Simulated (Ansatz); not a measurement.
# How fast states decay through Ca3CdTe2O2, part 2 of 2

Aim: relax a made-up compound, Ca3CdTe2O2, and see how good a tunnel barrier it would be. It is built by putting Te for part of the O in the Ca3CdO4 structure of space group Cmmm, with the volume rescaled by atomic radii. The parent structure comes from the Materials Project.

Ansatz 0.2.0; PBE DFT, plane waves, PAW files (the session's first sound run).

So far. Step 3 (The bulk crystal and its band edges): The searched edges give 0.944 eV, against 0.946 eV on the mesh. Step 4 (Decaying states in the gap, plane (001), k-mesh 4×4×6): At the listed wavevectors the last open channel is at -0.15 eV and the next at +0.95 eV on the grid. At +0.45 eV, the grid energy nearest the filling level (the middle of the gap on the SCF mesh), the slowest state at the listed wavevectors decays with κ = 0.139 Å⁻¹, its amplitude falling by e over 7.2 Å.

The structure was built from a prototype and need not be the compound's stable phase.

## 5. Decaying states in the gap, plane (010), k-mesh 6×4×4

The same for the (010) plane, at (0, 0), (-0.5, 0) and (0, 0.4792), to see how the decay depends on direction.

Input file input.yaml:

```yaml
crystal:
  lattice:
    - [4.070642666, 0.0, 0.0]
    - [0.0, 8.108464376, 0.0]
    - [0.0, 4.054232188, 5.962156305]
  atoms:
    - { symbol: Ca, position: [0.0, 0.5, 0.0] }
    - { symbol: Ca, position: [0.5, 0.5, 0.5] }
    - { symbol: Ca, position: [0.5, 0.0, 0.5] }
    - { symbol: Cd, position: [0.0, 0.0, 0.0] }
    - { symbol: O, position: [0.0, 0.2923816178, 0.4152367644] }
    - { symbol: Te, position: [0.5, 0.2326922985, 0.0] }
    - { symbol: Te, position: [0.5, 0.7673077015, 0.0] }
    - { symbol: O, position: [0.0, 0.7076183822, 0.5847632356] }
kpoints:
  mp_grid: { grid: [6, 4, 4] }
scf:
  occupations: { method: fixed }
hamiltonian:
  xc: pbe
output:
  eigenvalues: true
  transmission:
    leads: [[0, 0]]
    kpoints: [[0.0, 0.0], [-0.5, 0.0], [0.0, 0.4792]]
    e_range: [-1.0, 1.94]
    de: 0.07
```

Launch:

```console
$ ansatz run input.yaml --threads 2 --pin off --max-ram 4096MiB --backend cpu --events-out ev --progress --plain --runs-dir out
```

Run time: 76 s. Hardware: 2 threads of Arm Neoverse V2, shared host; peak memory 1 GiB; 2.5 min of CPU time.

This step gave:

- decay constant at the filling level, zone centre: 0.1865 Å⁻¹
- decay constant at the filling level, slowest listed point: 0.1865 Å⁻¹

K parallel (0, 0); values up to 1.5 1/Å, a degenerate pair printed once or twice; energies at which all values exceed this have no row. Table of Im kz of the slowest decaying states by energy, zero at the highest filled level on the SCF mesh:

```
energy (eV)  decay 1 (Å⁻¹)  decay 2 (Å⁻¹)  decay 3 (Å⁻¹)  decay 4 (Å⁻¹)
      -1.00          0.121          0.247          0.459          0.609
      -0.86          0.201          0.234          0.306          0.353
      -0.79          0.230          0.252          0.263          0.719
      -0.65          0.145          0.248          0.268          0.757
      -0.51          0.195          0.295          0.302          0.777
      -0.44         0.0450          0.307          0.358          0.777
      -0.30          0.101          0.172          0.267          0.326
      -0.16         0.0884          0.248          0.302          0.304
      -0.09          0.113          0.285          0.315          0.338
      -0.02          0.131          0.313          0.323          0.355
       0.05          0.145          0.329          0.336          0.361
       0.19          0.165          0.337          0.370          0.371
       0.26          0.172          0.340          0.375          0.385
       0.40          0.183          0.344          0.382          0.408
       0.54          0.189          0.346          0.389          0.425
       0.68          0.192          0.346          0.394          0.438
       0.75          0.193          0.346          0.397          0.443
       0.89          0.191          0.345          0.400          0.448
       1.03          0.185          0.343          0.400          0.404
       1.10          0.180          0.342          0.383          0.399
       1.24          0.164          0.339          0.342          0.393
       1.38          0.131          0.304          0.335          0.384
       1.45         0.0994          0.286          0.333          0.378
       1.59          0.256          0.328          0.364          0.457
       1.73          0.232          0.323          0.346          0.453
       1.80          0.223          0.320          0.336          0.450
       1.94          0.205          0.314          0.315          0.408
```

K parallel (-0.5, 0); values up to 1.5 1/Å, a degenerate pair printed once or twice; energies at which all values exceed this have no row. Im kz of the slowest decaying states against energy, zero at the highest filled level on the SCF mesh:

```
energy (eV)  decay 1 (Å⁻¹)  decay 2 (Å⁻¹)  decay 3 (Å⁻¹)  decay 4 (Å⁻¹)
      -1.00         0.0292          0.177          0.494          0.516
      -0.86         0.0559          0.155          0.200          0.409
      -0.72         0.0740          0.183          0.200          0.272
      -0.58          0.242          0.251          0.346          0.401
      -0.44          0.144          0.252          0.292          0.301
      -0.30          0.194          0.262          0.319          0.385
      -0.09          0.240          0.275          0.345          0.383
      -0.02          0.251          0.278          0.351          0.382
       0.05          0.262          0.281          0.355          0.381
       0.19          0.279          0.287          0.362          0.378
       0.33          0.291          0.295          0.365          0.375
       0.47          0.295          0.314          0.365          0.372
       0.61          0.297          0.334          0.361          0.363
       0.75          0.225          0.299          0.359          0.366
       0.89          0.120          0.300          0.352          0.362
       1.03          0.301          0.343          0.358          0.369
       1.24          0.300          0.326          0.340          0.351
       1.38          0.159          0.299          0.312          0.313
       1.52          0.272          0.286          0.295          0.298
       1.66          0.263          0.275          0.295          0.317
       1.80          0.236          0.252          0.292          0.296
       1.94          0.200          0.224          0.272          0.289
```

K parallel (0, 0.4792); values up to 1.5 1/Å, a degenerate pair printed once or twice; energies at which all values exceed this have no row. Im kz of the slowest decaying states against energy, zero at the highest filled level on the SCF mesh:

```
energy (eV)  decay 1 (Å⁻¹)  decay 2 (Å⁻¹)  decay 3 (Å⁻¹)  decay 4 (Å⁻¹)
      -1.00          0.234          0.630          0.632          0.688
      -0.79         0.0824          0.110          0.463          0.483
      -0.58          0.111          0.125          0.329          0.394
      -0.37          0.145          0.324          0.355          0.425
      -0.16          0.268          0.316          0.317          0.374
      -0.02          0.179          0.301          0.309          0.314
       0.05          0.278          0.308          0.311          0.313
       0.26          0.306          0.313          0.336          0.419
       0.47          0.305          0.313          0.348          0.466
       0.68          0.303          0.311          0.354          0.489
       0.89          0.300          0.308          0.355          0.502
       1.10          0.296          0.303          0.352          0.508
       1.31          0.290          0.297          0.344          0.509
       1.52          0.282          0.290          0.331          0.506
       1.73          0.273          0.281          0.311          0.499
       1.94          0.262          0.270          0.283          0.488
```

At the listed wavevectors the last open channel is at -0.30 eV and the next at +0.96 eV on the grid. At +0.47 eV, the grid energy nearest the filling level (the middle of the gap on the SCF mesh), the slowest state at the listed wavevectors decays with κ = 0.186 Å⁻¹, its amplitude falling by e over 5.4 Å; the first such run, plane (001), gave 0.139 Å⁻¹.

## 6. A repeat with changed settings

This step: PBE DFT, plane waves, PAW files; complex bands by layer matching along the plane's normal; changed: output.transmission.e_range = [1, -1], scf.max_iter = 75 (Ansatz 0.2.0).

This run repeats an earlier one, its twin (the complex run, plane (001)), with two settings changed (output.transmission.e_range, scf.max_iter; files written aside). The setting was drawn as a possible misstep, on purpose. Where the input is shown as a difference, that is against the step before, not the twin.

Input file input.yaml:

```yaml
crystal:
  lattice:
    - [7.210000447, 0.0, 0.0]
    - [-2.650555893, 6.705121915, 0.0]
    - [0.0, 0.0, 4.070642666]
  atoms:
    - { symbol: Ca, position: [0.5, 0.5, 0.0] }
    - { symbol: Ca, position: [0.5, 0.0, 0.5] }
    - { symbol: Ca, position: [0.0, 0.5, 0.5] }
    - { symbol: Cd, position: [0.0, 0.0, 0.0] }
    - { symbol: O, position: [0.2923816178, 0.7076183822, 0.0] }
    - { symbol: Te, position: [0.2326922985, 0.2326922985, 0.5] }
    - { symbol: Te, position: [0.7673077015, 0.7673077015, 0.5] }
    - { symbol: O, position: [0.7076183822, 0.2923816178, 0.0] }
kpoints:
  mp_grid: { grid: [4, 4, 6] }
scf:
  occupations: { method: fixed }
  max_iter: 75
hamiltonian:
  xc: pbe
output:
  eigenvalues: true
  transmission:
    leads: [[0, 0]]
    kpoints: [[0.0, 0.0], [-0.5, -0.5]]
    e_range: [1, -1]
    de: 0.05
```

It took 0.06 s on 2 threads; peak memory 0.08 GiB.

The input was rejected at the start.

The program's message: “Error: invalid value for `output.transmission.e_range`: [1, -1] eV must be finite with min < max”

The change that led to it: output.transmission.e_range = [1, -1].

## 7. Results

| Item | Value |
| --- | --- |
| band gap | 0.944 eV |
| least decay constant at mid-gap, normal to (001) | 0.139 Å⁻¹ |
| least decay constant at mid-gap, normal to (010) | 0.186 Å⁻¹ |

In words: With PBE, the slowest decay at the wavevectors tried is κ = 0.139 Å⁻¹, normal to (001). Through such a film the transmission near mid-gap falls as exp(−2κd), a factor of ten every 8.3 Å. The decay depends on direction: 1.3 times faster normal to (010). A free electron under a barrier of half the gap would need a mass of 0.16 mₑ to decay at this rate. The compound is made up by substitution; its stability against other phases and against distortions of the cell's symmetry was not tested. A semilocal functional narrows gaps, while spin-orbit coupling, left out here, narrows them in compounds of heavy elements, so the error in κ can go either way.

[Logs are printed without paths, hosts, clocks, repeated set-up lines and the standing remarks that a program may print on its own settings, such as how far it seeks lower states.]

[Hosts, paths, dates, database ids (printed as entryN), source tags and the programs' standing remarks are cut or masked in the printed files.]
